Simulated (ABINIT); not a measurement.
# Quasiparticle gap of Be3N2 (R3m) in ABINIT, part 3 of 3

How does a plane-wave GW calculation on Be3N2 (R3m) run from the first input to the gap?

ABINIT 10.8.3; LDA and many-body steps on it, plane waves. Known limits of the many-body steps: not at the basis limit.

So far. Step 4 (Empty states on the mesh, 4×4×4 mesh, 91 bands): On this mesh the gap is 2.731 eV. Step 5 (Screening, 4×4×4 mesh, 83 bands, screening to 130.6 eV): Local fields lower ε∞ by 8 %.

**6. Self-energy, 4×4×4 mesh, 83 bands, screening to 130.6 eV**

The self-energy is evaluated for the states that the input lists, and the levels follow from it, in one-shot runs by the linearised quasiparticle equation.

This step: G0W0 on LDA, plane waves, norm-conserving pseudopotentials.

File run.abi:

```
acell 3*1.0 Angstrom
rprim 
  1.419805055509 0.819724830995 4.866215662800
  -1.419805055509 0.819724830995 4.866215662800
  -0.000000000000 -1.639449661990 4.866215662800
ntypat 2
znucl 4 7
natom 5
typat 1 1 1 2 2
xred 
  0.859001080000 0.859001080000 0.859001080000
  0.317694560000 0.317694560000 0.317694560000
  0.088806770000 0.088806770000 0.088806770000
  0.204162680000 0.204162680000 0.204162680000
  0.708434910000 0.708434910000 0.708434910000
pp_dirpath "pseudos"
pseudos "Be.upf, N.upf"
ecut 38
ngkpt 4 4 4
nshiftk 1
shiftk 0 0 0
kptopt 1
chksymbreak 0
istwfk *1
occopt 1
irdwfk 1
optdriver 4
nband 83
gwcalctyp 0
ecutsigx 38
symsigma 1
nkptgw 13
kptgw 
  0.0000000000 0.0000000000 0.0000000000
  0.2500000000 0.0000000000 0.0000000000
  0.5000000000 0.0000000000 0.0000000000
  0.2500000000 0.2500000000 0.0000000000
  0.5000000000 0.2500000000 0.0000000000
  -0.2500000000 0.2500000000 0.0000000000
  0.5000000000 0.5000000000 0.0000000000
  0.2500000000 0.2500000000 0.2500000000
  0.5000000000 0.2500000000 0.2500000000
  -0.2500000000 0.2500000000 0.2500000000
  0.5000000000 0.5000000000 0.2500000000
  -0.2500000000 0.5000000000 0.2500000000
  0.5000000000 0.5000000000 0.5000000000
bdgw 
  6 15
  6 15
  6 15
  6 15
  6 15
  6 15
  6 15
  6 15
  6 15
  6 15
  6 15
  6 15
  6 15
ecuteps 4.8
irdscr 1
ppmodel 1
indata_prefix "in"
outdata_prefix "out"
tmpdata_prefix "tmp"
```

Run with:

```
OMP_NUM_THREADS=1 mpirun -n 8 abinit run.abi > log
```

Numbers of over 12 decimals in the logs are rounded to 6 here.

The log of the run:

```text
.Version 10.8.3 of ABINIT. v10.8.2 released Aug 2026.

 Symmetries : space group R3 m (#160); Bravais hR (rhombohedral)
[... echo of the input left out ...]
== DATASET  1 ==================================================================
-   mpi_nproc: 8, omp_nthreads: 1 (-1 if OMP is not activated)

--- !DatasetInfo
iteration_state: {dtset: 1, }
dimensions: {natom: 5, nkpt: 13, mband: 83, nsppol: 1, nspinor: 1, nspden: 1, mpw: 2590, }
cutoff_energies: {ecut:  38.0, pawecutdg:  -1.0, }
electrons: {nelect:   2.20000000E+01, charge:   0.00000000E+00, occopt:   1.00000000E+00, tsmear:   1.00000000E-02, }

 SIGMA: Calculation of the GW corrections

 Based on a program developped by R.W. Godby, V. Olevano, G. Onida, and L. Reining.
 Incorporated in ABINIT by V. Olevano, G.-M. Rignanese, and M. Torrent.
.Using double precision arithmetic ; gwpc =  8

[... cell and pseudopotentials left out ...]
--------------------------------------------------------------------------------

 ==== K-mesh for the wavefunctions ====
 Number of points in the irreducible wedge :    13
[... list of points left out ...]
 Together with  6 symmetry operations and time-reversal symmetry
 yields    64 points in the full Brillouin Zone.

 ==== Q-mesh for screening function ====
 Number of points in the irreducible wedge :    13
[... list of points left out ...]
 Together with  6 symmetry operations and time-reversal symmetry
 yields    64 points in the full Brillouin Zone.

 vcoul_init : cutoff-mode = AUXILIARY_FUNCTION
 q-points for optical limit:   1
     1)      0.000010    0.000020    0.000030
 setmesh: FFT mesh size selected  =    54x   54x   54
          total number of points  =       157464

 Number of electrons calculated from density =   22.0000; Expected =   22.0000
 average of density, n =  0.095937
 r_s =    1.3551
 omega_plasma =   29.8778 [eV]

 === KS Band Gaps ===
  >>>> For spin  1
   Minimum direct gap =   3.7920 [eV], located at k-point      :   0.5000  0.5000  0.0000
   Fundamental gap    =   2.7311 [eV], Top of valence bands at :   0.0000  0.0000  0.0000
                                       Bottom of conduction at :   0.5000  0.5000  0.0000
 SIGMA fundamental parameters:
 PLASMON POLE MODEL  1
 number of plane-waves for SigmaX                 2557
 number of plane-waves for SigmaC and W            111
 number of plane-waves for wavefunctions          2557
 number of bands                                    83
 number of independent spin polarizations            1
 number of spinorial components                      1
 number of k-points in IBZ                          13
 number of q-points in IBZ                          13
 number of symmetry operations                       6
 number of k-points in BZ                           64
 number of q-points in BZ                           64
 number of frequencies for dSigma/dE                 9
 frequency step for dSigma/dE [eV]                0.25
 number of omega for Sigma on real axis              0
 max omega for Sigma on real axis  [eV]           0.00
 zcut for avoiding poles [eV]                     0.10

 EPSILON^-1 parameters (SCR file):
 dimension of the eps^-1 matrix on file            111
 dimension of the eps^-1 matrix used               111
 number of plane-waves for wavefunctions          2557
 number of bands                                    83
 number of q-points in IBZ                          13
 number of frequencies                               2
 number of real frequencies                          1
 number of imag frequencies                          1

 matrix elements of self-energy operator (all in [eV])

 Perturbative Calculation

--- !SelfEnergy_ee
iteration_state: {dtset: 1, }
kpoint     : [   0.000,    0.000,    0.000, ]
spin       : 1
KS_gap     :    6.136
QP_gap     :    7.738
Delta_QP_KS:    1.602
data: !SigmaeeData |
     Band     E0 <VxcDFT>   SigX SigC(E0)      Z dSigC/dE  Sig(E)    E-E0       E
        6  -1.652 -13.631 -19.648   4.431   0.784  -0.275 -14.875  -1.244  -2.897
        7   4.732 -16.978 -21.195   3.380   0.804  -0.244 -17.651  -0.674   4.058
        8   4.732 -16.978 -21.195   3.380   0.804  -0.244 -17.651  -0.674   4.058
        9   5.480 -17.236 -21.057   3.093   0.806  -0.241 -17.823  -0.588   4.892
       10   5.933 -17.556 -21.694   3.351   0.806  -0.240 -18.190  -0.635   5.298
       11   5.933 -17.556 -21.694   3.351   0.806  -0.240 -18.190  -0.635   5.298
       12  12.069 -13.924  -8.230  -4.516   0.821  -0.217 -12.957   0.967  13.036
       13  13.753 -13.224  -6.984  -4.713   0.830  -0.204 -11.956   1.268  15.021
       14  14.147 -12.217  -5.689  -4.777   0.838  -0.193 -10.750   1.467  15.614
       15  14.147 -12.217  -5.689  -4.777   0.838  -0.193 -10.750   1.467  15.614

--- !SelfEnergy_ee
iteration_state: {dtset: 1, }
kpoint     : [   0.250,    0.000,    0.000, ]
spin       : 1
KS_gap     :    7.770
QP_gap     :    9.602
Delta_QP_KS:    1.832
data: !SigmaeeData |
     Band     E0 <VxcDFT>   SigX SigC(E0)      Z dSigC/dE  Sig(E)    E-E0       E
[...]
--- !SelfEnergy_ee
iteration_state: {dtset: 1, }
kpoint     : [   0.500,    0.000,    0.000, ]
spin       : 1
KS_gap     :    7.577
QP_gap     :    9.485
Delta_QP_KS:    1.908
data: !SigmaeeData |
     Band     E0 <VxcDFT>   SigX SigC(E0)      Z dSigC/dE  Sig(E)    E-E0       E
[...]
--- !SelfEnergy_ee
iteration_state: {dtset: 1, }
kpoint     : [   0.250,    0.250,    0.000, ]
spin       : 1
KS_gap     :    6.723
QP_gap     :    8.537
Delta_QP_KS:    1.813
data: !SigmaeeData |
     Band     E0 <VxcDFT>   SigX SigC(E0)      Z dSigC/dE  Sig(E)    E-E0       E
[...]
--- !SelfEnergy_ee
iteration_state: {dtset: 1, }
kpoint     : [   0.500,    0.250,    0.000, ]
spin       : 1
KS_gap     :    7.033
QP_gap     :    8.866
Delta_QP_KS:    1.833
data: !SigmaeeData |
     Band     E0 <VxcDFT>   SigX SigC(E0)      Z dSigC/dE  Sig(E)    E-E0       E
[...]
--- !SelfEnergy_ee
iteration_state: {dtset: 1, }
kpoint     : [  -0.250,    0.250,    0.000, ]
spin       : 1
KS_gap     :    7.578
QP_gap     :    9.456
Delta_QP_KS:    1.878
data: !SigmaeeData |
     Band     E0 <VxcDFT>   SigX SigC(E0)      Z dSigC/dE  Sig(E)    E-E0       E
[...]
--- !SelfEnergy_ee
iteration_state: {dtset: 1, }
kpoint     : [   0.500,    0.500,    0.000, ]
spin       : 1
KS_gap     :    3.792
QP_gap     :    5.280
Delta_QP_KS:    1.488
data: !SigmaeeData |
     Band     E0 <VxcDFT>   SigX SigC(E0)      Z dSigC/dE  Sig(E)    E-E0       E
[...]
--- !SelfEnergy_ee
iteration_state: {dtset: 1, }
kpoint     : [   0.250,    0.250,    0.250, ]
spin       : 1
KS_gap     :    6.853
QP_gap     :    8.619
Delta_QP_KS:    1.767
data: !SigmaeeData |
     Band     E0 <VxcDFT>   SigX SigC(E0)      Z dSigC/dE  Sig(E)    E-E0       E
[...]
--- !SelfEnergy_ee
iteration_state: {dtset: 1, }
kpoint     : [   0.500,    0.250,    0.250, ]
spin       : 1
KS_gap     :    7.071
QP_gap     :    8.912
Delta_QP_KS:    1.841
data: !SigmaeeData |
     Band     E0 <VxcDFT>   SigX SigC(E0)      Z dSigC/dE  Sig(E)    E-E0       E
[...]
--- !SelfEnergy_ee
iteration_state: {dtset: 1, }
kpoint     : [  -0.250,    0.250,    0.250, ]
spin       : 1
KS_gap     :    5.532
QP_gap     :    7.236
Delta_QP_KS:    1.704
data: !SigmaeeData |
     Band     E0 <VxcDFT>   SigX SigC(E0)      Z dSigC/dE  Sig(E)    E-E0       E
[...]
--- !SelfEnergy_ee
iteration_state: {dtset: 1, }
kpoint     : [   0.500,    0.500,    0.250, ]
spin       : 1
KS_gap     :    6.191
QP_gap     :    7.946
Delta_QP_KS:    1.756
data: !SigmaeeData |
     Band     E0 <VxcDFT>   SigX SigC(E0)      Z dSigC/dE  Sig(E)    E-E0       E
[...]
--- !SelfEnergy_ee
iteration_state: {dtset: 1, }
kpoint     : [  -0.250,    0.500,    0.250, ]
spin       : 1
KS_gap     :    6.209
QP_gap     :    7.985
Delta_QP_KS:    1.776
data: !SigmaeeData |
     Band     E0 <VxcDFT>   SigX SigC(E0)      Z dSigC/dE  Sig(E)    E-E0       E
[...]
--- !SelfEnergy_ee
iteration_state: {dtset: 1, }
kpoint     : [   0.500,    0.500,    0.500, ]
spin       : 1
KS_gap     :    7.363
QP_gap     :    9.253
Delta_QP_KS:    1.890
data: !SigmaeeData |
     Band     E0 <VxcDFT>   SigX SigC(E0)      Z dSigC/dE  Sig(E)    E-E0       E
[...]
11   5.590 -17.220 -21.529   3.446   0.806  -0.240 -17.916  -0.696   4.894
       12  12.953 -14.351  -8.043  -4.847   0.817  -0.224 -13.157   1.194  14.147
       13  14.731 -14.436  -7.993  -4.905   0.812  -0.232 -13.187   1.249  15.980
       14  14.910 -12.575  -5.857  -4.894   0.834  -0.199 -11.054   1.521  16.431
       15  14.910 -12.575  -5.857  -4.894   0.834  -0.199 -11.054   1.521  16.431

 New Fermi energy :        2.719174E-01 Ha ,    7.399249E+00 eV

 === QP Band Gaps ===
  >>>> For spin  1
   Minimum direct gap =   5.2799 [eV], located at k-point      :   0.5000  0.5000  0.0000
   Fundamental gap    =   4.2018 [eV], Top of valence bands at :   0.0000  0.0000  0.0000
                                       Bottom of conduction at :   0.5000  0.5000  0.0000

== END DATASET(S) ==============================================================
================================================================================

 -outvars: echo values of variables after computation  --------
           etotal      0.0000000000E+00
            nband          83
             nkpt          13
          spgroup         160
 [... the other variables as echoed above ...]

 Calculation completed.
```

Wall time 76 s (8 MPI ranks of Arm Neoverse V1, shared host); peak memory 3.6 GiB.

Numbers from this step:

| Item | Value |
| --- | --- |
| G0W0 gap on the mesh | 4.202 eV |
| starting gap on the mesh | 2.731 eV |
| k of the valence top | 0, 0, 0 |
| k of the conduction bottom | 0.5, 0.5, 0 |
| Z at the valence top | 0.806 |
| Z at the conduction bottom | 0.843 |
| least direct G0W0 gap on the computed points | 5.28 eV |

The gap on the mesh goes from 2.73 eV to 4.20 eV, a correction of +1.47 eV.

Limits: finite bands, cutoff and mesh. v1 is the top filled band, c1 the lowest empty one. Levels before and after the correction, in eV, zero at the valence-band top of each column:

```tsv
	conduction bottom	valence top
Kohn-Sham	2.73	0.00
G0W0	4.20	0.00
```

```tsv
	level	energy (eV)
Kohn-Sham	Γ v3	-0.453
Kohn-Sham	Γ v2-v1	0.000
Kohn-Sham	Γ c1	6.136
Kohn-Sham	Γ c2	7.820
Kohn-Sham	Γ c3	8.214
Kohn-Sham	(0.5 0.5 0) v3	-3.501
Kohn-Sham	(0.5 0.5 0) v2	-1.342
Kohn-Sham	(0.5 0.5 0) v1	-1.061
Kohn-Sham	(0.5 0.5 0) c1	2.731
Kohn-Sham	(0.5 0.5 0) c2	7.642
Kohn-Sham	(0.5 0.5 0) c3	8.888
G0W0	Γ v3	-0.406
G0W0	Γ v2-v1	0.000
G0W0	Γ c1	7.738
G0W0	Γ c2	9.723
G0W0	Γ c3	10.316
G0W0	(0.5 0.5 0) v3	-3.796
G0W0	(0.5 0.5 0) v2	-1.452
G0W0	(0.5 0.5 0) v1	-1.078
G0W0	(0.5 0.5 0) c1	4.202
G0W0	(0.5 0.5 0) c2	9.454
G0W0	(0.5 0.5 0) c3	10.760
```

**7. Where the time went**

Times are wall times on 8 MPI ranks of Arm Neoverse V1, shared host, good to a factor of about two.

```tsv
step	time	share	memory (GiB)
ground state	32 s	16 %	0.75
bands along the symmetry lines	13 s	7 %	0.58
empty states on the mesh	38 s	19 %	3.3
screening	39 s	20 %	2.2
self-energy	76 s	38 %	3.6
```

**8. Summary of results**

* LDA gap: 2.73 eV, indirect
* G0W0 gap on the mesh: 4.20 eV
* GW settings: 4×4×4 mesh, 83 bands, screening to 130.6 eV, Godby-Needs plasmon pole
* known limits: not at the basis limit

**Reading.** G0W0 moves the gap on the mesh from 2.73 eV to 4.20 eV (+1.47 eV), with Z of 0.81 and 0.84 at the edges. Local fields lower the RPA ε∞ on this mesh from 5.18 to 4.77. The dearest step here is «self-energy». Bands and cutoff are finite, so the gap is not at the basis limit. The miss can reach some tenths of an eV and take either sign; the mesh is an error of its own.

[Paths, hosts, dates, memory and timing lines, banners, echoed tables and standing remarks are left out of the program output.]

[Logs are printed without paths, hosts, clocks, repeated set-up lines and the standing remarks that a program may print on its own settings, such as how far it seeks lower states.]

[Runs of the session that timed out or met a known fault of the program may be left out.]

[Hosts, paths, dates, database ids (printed as entryN), source tags and the programs' standing remarks are cut or masked in the printed files.]

[G0W0 gaps are taken among the corrected bands and points alone; a level outside them can change the order at an edge.]

[Where Ansatz stands beside ABINIT at settings called matched, ABINIT's density can come from a denser mesh and the files from another edition; pairs whose starting gaps differed by over 0.03 eV were left out, so agreement reads better than it is.]
